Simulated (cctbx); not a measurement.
## Accept or mend?

Cell a = 3.8400 Å, b = 3.8400 Å, c = 6.7710 Å, α = 90.00°, β = 90.00°, γ = 90.00°; space group P4/mmm (no. 123).

Simulated single-crystal data (cctbx): Cu Kα, λ = 1.54184 Å, to d = 0.83 Å, 50 % of the full sphere, strongest reflection 5000 counts, noise from counting, a 1.5 % proportional error and a noise floor of 8 counts (s.d.); no absorption.

An anisotropic refinement with weights 1/σ² prints:

```text
Rint 0.037, 77 unique reflections to 0.83 A
cycle     R1     wR2    GooF  max shift (A)
   1  0.0337  0.0640   2.144   0.00000
final R1 0.0337 wR2 0.0640 GooF 2.144  parameters 8  data/parameter 9.6
atom        x        y        z      Ueq    occ   su(xyz)  su(Uiso or U11)
Sn1    0.50000  0.50000  0.00000   0.0098  1.000  0.00000  0.0080
Pd1    0.00000  0.00000  0.00000   0.0075  1.000  0.00000  0.0083
Pd2    0.50000  0.00000  0.70345   0.0107  1.000  0.00027  0.0084
difference map: max 10.66 min -4.20 rms 0.76
Q1    0.0000  0.0000  0.5000    1   10.66  2.36 A from Pd2
Q2    0.5000  0.5000  0.0000    1    4.69  0.00 A from Sn1
Q3    0.5000  0.5000  0.5000    1    4.23  2.36 A from Pd2
Q4    0.1604  0.1604  0.0000    4    2.23  0.87 A from Pd1
Q5    0.0000  0.0000  0.1966    2    2.02  1.33 A from Pd1
Q6    0.5000  0.5000  0.3026    2    1.86  1.92 A from Pd2
```

Q: Accept it or mend it, and why?

Mend it. The fault: an atom left out, N at (0, 0, 1/2). Against the right model at the same level, R1 goes from 0.0131 to 0.0337 and GooF from 1.00 to 2.14 and the top difference peak, 10.7 e/Å³, lies 2.36 Å from Pd2. Q1 is the missing atom. With scattering power missing, scale and phases suffer, so peaks may also grow on the heavy atoms.

The compound is SnPd5N. The right model at the same level gives:

```text
Rint 0.037, 77 unique reflections to 0.83 A
cycle     R1     wR2    GooF  max shift (A)
   1  0.0138  0.0304   1.034   0.00011
   2  0.0131  0.0294   0.997   0.00000
final R1 0.0131 wR2 0.0294 GooF 0.997  parameters 10  data/parameter 7.7
atom        x        y        z      Ueq    occ   su(xyz)  su(Uiso or U11)
Sn1    0.50000  0.50000  0.00000   0.0100  1.000  0.00000  0.0013
Pd1    0.00000  0.00000  0.00000   0.0075  1.000  0.00000  0.0016
Pd2    0.50000  0.00000  0.70347   0.0107  1.000  0.00012  0.0018
N1     0.00000  0.00000  0.50000   0.0109  1.000  0.00000  0.0076
difference map: max 2.40 min -2.62 rms 0.52
Q1    0.5000  0.5000  0.5000    1    2.40  2.36 A from Pd2
Q2    0.0000  0.0000  0.2473    2    2.31  1.67 A from Pd1
Q3    0.1827  0.1827  0.0000    4    1.93  0.99 A from Pd1
Q4    0.1383  0.5000  0.4515    8    1.76  1.18 A from Pd2
Q5    0.5000  0.5000  0.3566    2    1.41  1.96 A from Pd2
Q6    0.0000  0.1888  0.5000    4    1.22  0.73 A from N1
```

The model was made for the exercise: a known structure type with other elements put in, its volume estimated, not relaxed; displacement parameters are assumed.

[Middle refinement cycles are left out of these outputs.]

[Logs are printed without paths, hosts, clocks, repeated set-up lines and the standing remarks that a program may print on its own settings, such as how far it seeks lower states.]
